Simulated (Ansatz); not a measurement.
## LiMgF3 (model cell, started as cubic perovskite with Mg in the octahedra): following an unstable mode

Aim: this structure of LiMgF3 (model cell, started as cubic perovskite with Mg in the octahedra) is to be tested for unstable modes, and one is followed downhill.

Main program and level: Ansatz 0.2.0; DFT PBEsol, scalar-relativistic, plane waves, PAW; PAW set soft_1.

Most raw output is cut from this account.

The structure was built from a prototype and need not be the compound's stable phase.

## (1) Starting point

The structure is cubic, space group Pm-3m (No. 221). The conventional cell has a = 3.873 Å, b = 3.873 Å, c = 3.873 Å, α = 90.00°, β = 90.00°, γ = 90.00°. Li has 12 F at 2.74 Å nearest. Nearest to Mg lie 6 F at 1.94 Å. Nearest to F lie 2 Mg at 1.94 Å. Farther neighbours and most contacts between anions are not listed.

## (2) The dispersion

The cell comes from relaxations at this level that are not shown. Stability and thermal properties need the whole zone. Linear response on a 4×4×4 q mesh gives force constants as far as a supercell of that size would, and the tensors from the zone-centre run are typed in so that the long-range dipole term is interpolated apart.

input.yaml

```yaml
crystal:
  lattice:
    - [3.8727366541, 0.0, 0.0]
    - [0.0, 3.8727366541, 0.0]
    - [0.0, 0.0, 3.8727366541]
  atoms:
    - { symbol: Li, position: [0.0, 0.0, 0.0] }
    - { symbol: Mg, position: [0.5, 0.5, 0.5] }
    - { symbol: F, position: [0.5, 0.5, 0.0] }
    - { symbol: F, position: [0.5, 0.0, 0.5] }
    - { symbol: F, position: [0.0, 0.5, 0.5] }
kpoints:
  mp_grid: { grid: [8, 8, 8] }
hamiltonian:
  xc: pbesol
  pseudopotentials: { kind: paw, azcp: { folder: soft_1 }, xc_functional: pbe }
scf:
  occupations: { method: fixed }
output:
  eigenvalues: true
phonons:
  method: dfpt
  qmesh: [4, 4, 4]
  temperatures: { t_max: 1000, t_step: 50 }
  qpath:
    path:
      - [[0.0, 0.0, 0.0], [0.0, 0.5, 0.0], [0.5, 0.5, 0.0], [0.0, 0.0, 0.0], [0.5, 0.5, 0.5], [0.0, 0.5, 0.0]]
      - [[0.5, 0.5, 0.5], [0.5, 0.5, 0.0]]
    npoints: 10
  non_analytic_term:
    high_frequency_dielectric_tensor: [[1.9891, 0.0, 0.0], [0.0, 1.9891, 0.0], [0.0, 0.0, 1.9891]]
    born_effective_charges:
      - { species: Li, tensor: [[1.2038, 0.0, 0.0], [0.0, 1.2038, 0.0], [0.0, 0.0, 1.2038]] }
      - { species: Mg, tensor: [[1.886, 0.0, 0.0], [0.0, 1.886, 0.0], [0.0, 0.0, 1.886]] }
      - { species: F, tensor: [[-0.9062, 0.0, 0.0], [0.0, -0.9062, 0.0], [0.0, 0.0, -1.2774]] }
      - { species: F, tensor: [[-0.9062, 0.0, 0.0], [0.0, -1.2774, 0.0], [0.0, 0.0, -0.9062]] }
      - { species: F, tensor: [[-1.2774, 0.0, 0.0], [0.0, -0.9062, 0.0], [0.0, 0.0, -0.9062]] }
    source: "zone-centre run at this cell"
```

The run is started by

```bash
> ansatz run input.yaml --threads 8 --pin off --max-ram 16384MiB --backend cpu --events-out ev --progress --plain --runs-dir out
```

It took 2.1 min on 8 threads of INTEL XEON PLATINUM 8581C at 2.30GHz (Emerald Rapids), shared host; peak memory 1.7 GiB.

This step gave:

```yaml
gap_on_the_k_mesh: 5.882 eV
volume_per_atom: 11.62 Å³
sum_rule_residual_before_enforcement: 0.001278 eV/Å²
lowest_frequency_on_the_path: -228.2 cm⁻¹
point_group: m-3m
highest_frequency_on_the_path_or_at_a_solved_wavevector: 662.6 cm⁻¹
highest_optical_mode_at_the_zone_centre_no_lo_to_term: 572.2 cm⁻¹
lowest_optical_zone_centre_mode: -228.2 cm⁻¹
lowest_mode_on_the_q_mesh_acoustic_modes_at_gamma_apart: -228.2 cm⁻¹
```

Frequencies (cm⁻¹) solved at each irreducible wavevector; negative means imaginary. Frequencies by wavevector, by row:

```csv
q in reciprocal lattice units,star,mode 1,mode 2,mode 3,mode 4,mode 13,mode 14,mode 15
0 0 0,1,-228.2,-228.2,-228.2,0,572.2,572.2,572.2
0 0 0.25,6,-220.2,-220.2,38.3,38.3,571.3,571.3,622.9
0 0 -0.5,3,-211.6,-211.6,-4.8,-4.8,534.4,570.5,570.5
0 0.25 0.25,12,-216.9,-210.5,-77.3,-71.6,528.3,570.5,625.5
0 0.25 -0.5,12,-209.1,-199,-135.8,-104.2,480.6,569.6,585.6
0 -0.5 -0.5,3,-203.1,-203.1,-182.8,-161.7,479,546.1,568.8
0.25 0.25 0.25,8,-215.1,-215.1,-93.1,-85.2,527.4,527.4,627.5
0.25 0.25 -0.5,12,-213.1,-196.6,-170.4,-122.5,469.6,526.4,601.1
0.25 -0.5 -0.5,6,-206.6,-206.6,-200,-162,458.8,497.5,583.3
-0.5 -0.5 -0.5,1,-214,-214,-214,-162.4,436.8,436.8,569.8
```

Interpolated from a 4×4×4 q mesh, with the LO-TO term (at Γ the limit along the path; where Γ stands inside the path, tables give the limit on arrival). Phonon branches along the path, in cm⁻¹:

```csv
point,branch 1,branch 2,branch 3,branch 4,branch 12,branch 13,branch 14,branch 15
Γ,-228,-228,0,0,334,572,572,663
halfway,-220,-220,38,38,374,571,571,623
X,-212,-212,-5,-5,481,534,570,570
halfway,-209,-199,-136,-104,480,481,570,586
M,-203,-203,-183,-162,479,479,546,569
halfway,-217,-210,-77,-72,376,528,570,626
Γ,-228,-228,0,0,334,572,572,663
halfway,-215,-215,-93,-85,381,527,527,628
R,-214,-214,-214,-162,437,437,437,570
halfway,-213,-197,-170,-122,469,470,526,601
X,-212,-212,-5,-5,481,534,570,570
jump to R,-214,-214,-214,-162,437,437,437,570
halfway,-207,-207,-200,-162,459,459,498,583
M,-203,-203,-183,-162,479,479,546,569
```

Symmetry leaves 10 wavevectors to solve. The lowest mode among them, the acoustic zeros apart, lies at Γ and is imaginary, 228.2i cm⁻¹, so the energy falls along it.

## (3) The mode frozen in, largest atomic shift 0 Å

The mode followed lies at Γ with frequency 228.2i cm⁻¹ and is 3-fold degenerate, the softest among the wavevectors solved. At small amplitude the distorted cell has space group no. 99 by a symmetry search on the positions. The undistorted cell that holds it gives the zero of energy on the same k mesh.

input.yaml, the sections that differ from step 2:

```yaml
scf:
  occupations: { method: gaussian, width: 0.02 }
output:
  forces: true
  stress: true
  eigenvalues: true
# crystal, kpoints, hamiltonian: as in step 2
# phonons: removed
```

The job ended after 0.38 s (8 threads; peak memory 0.4 GiB).

This step gave:

| Item | Value |
| --- | --- |
| pressure | -0.007339 GPa |
| energy from the undistorted cell | 0 meV/atom |

At this level the gap is 5.88 eV on the k-mesh of the self-consistent run, which can miss the band edges.

## (4) The mode frozen in, largest atomic shift 0.6 Å

The atoms are moved along the unstable eigenvector, the largest shift by 0.6 Å, with the cell fixed.

input.yaml, the sections that differ from step 3:

```yaml
crystal:
  lattice:
    - [3.8727366541, 0.0, 0.0]
    - [0.0, 3.8727366541, 0.0]
    - [0.0, 0.0, 3.8727366541]
  atoms:
    - { symbol: Li, position: [0.0, -0.1549292022, 0.0] }
    - { symbol: Mg, position: [0.5, 0.4952843288, 0.5] }
    - { symbol: F, position: [0.5, 0.5304087723, 0.0] }
    - { symbol: F, position: [0.5, 0.0018099849, 0.5] }
    - { symbol: F, position: [0.0, 0.5304087723, 0.5] }
# kpoints, hamiltonian, scf, output: as in step 3
```

Wall time 0.83 s (8 threads); peak memory 0.49 GiB.

Numbers from this step:

```yaml
pressure: 0.7063 GPa
gap_on_the_k_mesh: 6.026 eV
energy_from_the_undistorted_cell: -45.11 meV/atom
```

The energy, extrapolated to zero smearing, is -45.11 meV/atom against the undistorted cell.

The run ends at a pressure of 0.71 GPa, with forces up to 0.46 eV/Å.

## (5) Energy along the mode, all amplitudes (two of the runs are shown above)

An imaginary frequency means negative curvature, so the energy should fall and then rise again as anharmonic terms take over.

Numbers from this step:

```yaml
depth_at_the_lowest_point_sampled: 45.11 meV/atom
largest_atomic_shift_at_that_point: 0.6 Å
```

The energy from the parent by largest atomic shift:

```csv
largest atomic shift (Å),energy from the parent (meV/atom)
0.000,0
0.040,-0.258
0.080,-1.03
0.140,-3.12
0.220,-7.57
0.320,-15.4
0.450,-28.5
0.600,-45.1
```

Displacement at unit largest shift by atom:

```csv
atom,x (Å),y (Å),z (Å),size
Li1,0.00,-1.00,0.00,1.00
Mg2,0.00,-0.03,0.00,0.03
F3,0.00,0.20,0.00,0.20
F4,0.00,0.01,0.00,0.01
F5,0.00,0.20,0.00,0.20
```

The lowest of the steps tried is the last one, at 0.6 Å, 45.1 meV/atom below the parent; the bottom of the well need not coincide with a step.

## (6) Relaxation from the frozen mode

Starting from the lowest point found, all atoms and the cell are let go, so that strain and other modes of the same symmetry can join in.

input.yaml: that of step 4 with these lines changed.

```diff
@@ -17,3 +17,3 @@
 scf:
-  occupations: { method: gaussian, width: 0.02 }
+  occupations: { method: fixed }
 output:
@@ -22 +22,6 @@
   eigenvalues: true
+relax:
+  adjacent_minimum: "off"
+  f_tol: 0.002
+  max_steps: 120
+  cell: { stress_tol: 0.03 }
```

Elapsed: 9.8 s, on 8 threads; peak memory 0.55 GiB.

Step by step:

```csv
step,energy less that of the first step (eV),largest force component (eV/Å),pressure (GPa),volume (Å³)
1,0.0000,0.4593,0.71,58.08
2,-0.0609,0.3961,0.27,58.67
3,-0.1430,0.2349,0.54,59.07
4,-0.1622,0.0810,0.11,60.06
5,-0.1647,0.0789,-0.02,60.08
6,-0.1650,0.0468,0.00,60.08
7,-0.1652,0.0020,0.02,60.10
8,-0.1651,0.0026,-0.02,60.14
9,-0.1652,0.0003,0.00,60.12
10*,-0.1712,0.0002,0.21,60.12
11,-0.1709,0.0018,0.02,60.30
12*,-0.1714,0.0019,0.02,60.30
```

Relaxation steps marked * repeat the geometry before them on a plane-wave basis chosen anew for their cell, so energy and pressure can jump there.

The run keeps the 8 symmetry operations that it works with, so distortions that break them were not tested.

```csv
"conventional cell, symmetrised",before,after,change
a (Å),3.873,3.929,+1.5 %
b (Å),3.873,3.929,+1.5 %
c (Å),3.873,3.905,+0.8 %
volume (Å³/atom),11.62,12.06,+3.8 %
```

The atoms that moved most (Å, as changes of fractional coordinates times the final cell):

```csv
atom,dx,dy,dz,length
Li1,0.000,-0.507,0.000,0.507
F3,0.000,0.140,0.000,0.140
F5,0.000,0.140,0.000,0.140
F4,0.000,0.119,0.000,0.119
Mg2,0.000,0.107,0.000,0.107
```

The relaxed structure:

```xyz
5
Lattice="3.9293 0.0000 0.0000 0.0000 3.9053 0.0000 0.0000 0.0000 3.9293" Properties=species:S:1:pos:R:3 pbc="T T T"
Li    0.0000   -1.1120    0.0000
Mg    1.9647    2.0412    1.9647
F     1.9647    2.2119    0.0000
F     1.9647    0.1261    1.9647
F     0.0000    2.2119    1.9647
```

This step gave:

```
pressure          : 0.02451 GPa
gap on the k-mesh : 6.076 eV
volume per atom   : 12.06 Å³
```

The distorted start has space group P4mm; the relaxation ends in P4mm.

## (7) The new phase in its own primitive cell

The relaxed structure is symmetrised, reduced to its primitive cell and relaxed tightly, as its phonons need.

input.yaml, the sections that differ from step 6:

```yaml
crystal:
  lattice:
    - [3.9293218918, 0.0, 0.0]
    - [0.0, 3.9293218918, 0.0]
    - [0.0, 0.0, 3.9052904013]
  atoms:
    - { symbol: Li, position: [0.0, 0.0, 0.2847515053] }
    - { symbol: Mg, position: [0.5, 0.5, 0.4773139417] }
    - { symbol: F, position: [0.5, 0.0, 0.4336202483] }
    - { symbol: F, position: [0.5, 0.5, 0.9677114004] }
    - { symbol: F, position: [0.0, 0.5, 0.4336202483] }
kpoints:
  mp_grid: { grid: [6, 6, 6] }
relax:
  adjacent_minimum: "off"
  f_tol: 0.001
  max_steps: 60
  cell: { stress_tol: 0.01 }
# hamiltonian, scf, output: as in step 6
```

The job ended after 2.8 s (8 threads; peak memory 0.49 GiB; 17 s of CPU time).

Little changed from the start: no atom moved by 0.005 Å and no cell edge by 0.1 %.

This step gave:

* pressure: -0.003694 GPa
* gap on the k-mesh: 6.075 eV
* volume per atom: 12.07 Å³
* direct gap on mesh: 6.336 eV

The largest force component left is 0.84 meV/Å and the pressure is -0.004 GPa, within the tolerances set. The cell now holds 12.07 Å³/atom.

## (8) Modes of the new phase, k-mesh 6×6×6

A relaxed structure may still be a saddle point, so its zone-centre modes are computed. The response to a homogeneous field gives the Born charges and the dielectric tensor.

input.yaml, the sections that differ from step 7:

```yaml
crystal:
  lattice:
    - [3.9304231137, 0.0, 0.0]
    - [0.0, 3.9304231137, 0.0]
    - [0.0, 0.0, 3.9049850052]
  atoms:
    - { symbol: Li, position: [0.0, 0.0, 0.2852073733] }
    - { symbol: Mg, position: [0.5, 0.5, 0.4770885485] }
    - { symbol: F, position: [0.5, 0.0, 0.4335789265] }
    - { symbol: F, position: [0.5, 0.5, 0.9675635692] }
    - { symbol: F, position: [0.0, 0.5, 0.4335789265] }
output:
  eigenvalues: true
phonons:
  method: dfpt
  dielectric: true
  rigid_motions: translations
# kpoints, hamiltonian, scf: as in step 7
# relax: removed
```

Run time: 15 s. Hardware: 8 threads; peak memory 0.86 GiB.

This step gave:

- sum-rule residual before enforcement: 0.001204 eV/Å²
- miss of the charge sum rule: 6.96e-5 e
- point group: 4mm
- highest optical mode at the zone centre (no LO-TO term): 533.8 cm⁻¹
- lowest optical zone-centre mode: 133.1 cm⁻¹
- mean high-frequency dielectric constant: 1.885
- largest Born charge (third of the trace): 1.919 e
- mean static dielectric constant: 8.579
- top of the zone-centre spectrum with the field: 636.4 cm⁻¹

Without the LO-TO term. Patterns of degenerate modes are one choice out of their space. Modes at Γ, with each element's share of the kinetic energy:

```csv
mode,frequency (cm⁻¹),symmetry,Li %,Mg %,F %
1,0.0,acoustic,8,28,65
2,0.0,acoustic,8,28,65
3,0.0,acoustic,8,28,65
4,133.1,E,8,1,91
5,133.1,E,8,1,91
6,168.1,A1,78,14,8
7,188.2,B1,0,0,100
8,209.4,E,47,7,46
9,209.4,E,47,7,46
10,286.7,A1,14,27,60
11,339.3,E,37,33,29
12,339.3,E,37,33,29
13,513.1,E,0,31,69
14,513.1,E,0,31,69
15,533.8,A1,0,32,68
```

Displacements in mode 4 (133.1 cm⁻¹), the largest set to 1:
```
Li1 -0.57  0.25  0.00
Mg2 -0.12  0.05  0.00
F3  -0.61  0.01  0.00
F4   1.00 -0.44  0.00
F5  -0.03  0.27  0.00
```

Displacements in mode 14 (513.1 cm⁻¹), the largest set to 1:
```
Li1  0.02  0.00  0.00
Mg2 -0.60  0.00  0.00
F3  -0.11  0.00  0.00
F4  -0.12  0.00  0.00
F5   1.00  0.00  0.00
```

Optical modes at the zone centre, without and with the macroscopic field of the longitudinal modes; each column is sorted by frequency, so a row need not hold one and the same mode. Modes with and without the field, by row:

```csv
rank among optical modes,no field (cm⁻¹),"q along (1, 0, 0) (cm⁻¹)","q along (0, 0, 1) (cm⁻¹)"
1,133.1,133.1,133.1
2,133.1,142.6,133.1
3,168.1,168.1,184.4
4,188.2,188.2,188.2
5,209.4,209.4,209.4
6,209.4,286.7,209.4
7,286.7,339,339.3
8,339.3,339.3,339.3
9,339.3,371.8,376.2
10,513.1,513.1,513.1
11,513.1,533.8,513.1
12,533.8,623.7,636.4
```

Born charge (rows field, columns displacement) (e), principal values of the symmetric part by kind of site:

```csv
atom,atoms with these values,low,middle,high,mean
Li1,1,0.88,1.17,1.17,1.08
Mg2,1,1.91,1.91,1.95,1.92
F3,2,-1.26,-0.97,-0.75,-1.00
F4,1,-1.32,-0.84,-0.84,-1.00
```

In full for Li1:

```
1.17 0.00 0.00
0.00 1.17 0.00
0.00 0.00 0.88
```

High-frequency dielectric tensor:

```
1.90 0.00 0.00
0.00 1.90 0.00
0.00 0.00 1.85
```

Static dielectric tensor (ions relaxed, fixed cell):

```
10.14  0.00  0.00
 0.00 10.14  0.00
 0.00  0.00  5.45
```

Transverse modes. Infrared lines, with heights relative to the strongest:

```csv
position (cm⁻¹),label,relative intensity
133,E,14
168,A1,6.5
188,B1,0.0
209,E,100
287,A1,31
339,E,0.1
513,E,53
534,A1,30
```

Before it was imposed, the acoustic sum rule was missed by 0.0012 eV/Å² and the charge sum rule by 7.0e-5 e. Small misses are needed for a sound result but don't prove that mesh and cutoff are converged. The lowest optical mode is real, 133 cm⁻¹.

## (9) Results

```json
{
  "unstable mode of the parent": "q = (0, 0, 0), 228i cm⁻¹",
  "depth at the lowest point sampled": "45.1 meV/atom",
  "largest atomic shift at that point": "0.6 Å",
  "space group reached (within 0.01 Å)": "P4mm",
  "energy gained over the parent (first relaxation, on the mesh of the frozen mode)": "79.4 meV/atom",
  "volume per atom, phase reached": "12.1 Å³",
  "gap on the k-mesh, phase reached": "6.08 eV",
  "lowest optical zone-centre mode, phase reached": "133 cm⁻¹",
  "highest optical mode at the zone centre (no LO-TO term), phase reached": "534 cm⁻¹"
}
```

What this shows: Along this mode the structure falls into P4mm, 79.4 meV/atom below the parent. At the parent's cell the well is 45.11 meV/atom deep on the steps tried, with its lowest point at a shift of 0.6 Å. That is the last step tried, so the steps alone don't bracket the bottom of the well. Relaxing atoms and cell changes the gain by +34.28 meV/atom against the lowest step (energies at zero smearing). The new phase has no imaginary mode at the zone centre of its cell; other wavevectors were not checked. Of the 4 patterns followed to their end from this parent, this one ends 4.21 meV/atom above the lowest, R3m. Each path keeps the symmetry of its pattern, so a lower phase may lie along a pattern not tried. The PAW files were made for PBE and serve the other functionals too. The starting cell was built on a prototype and not taken from a measurement, so the phase need not exist.

[Logs are printed without paths, hosts, clocks, repeated set-up lines and the standing remarks that a program may print on its own settings, such as how far it seeks lower states.]

[Hosts, paths, dates, database ids (printed as entryN), source tags and the programs' standing remarks are cut or masked in the printed files.]
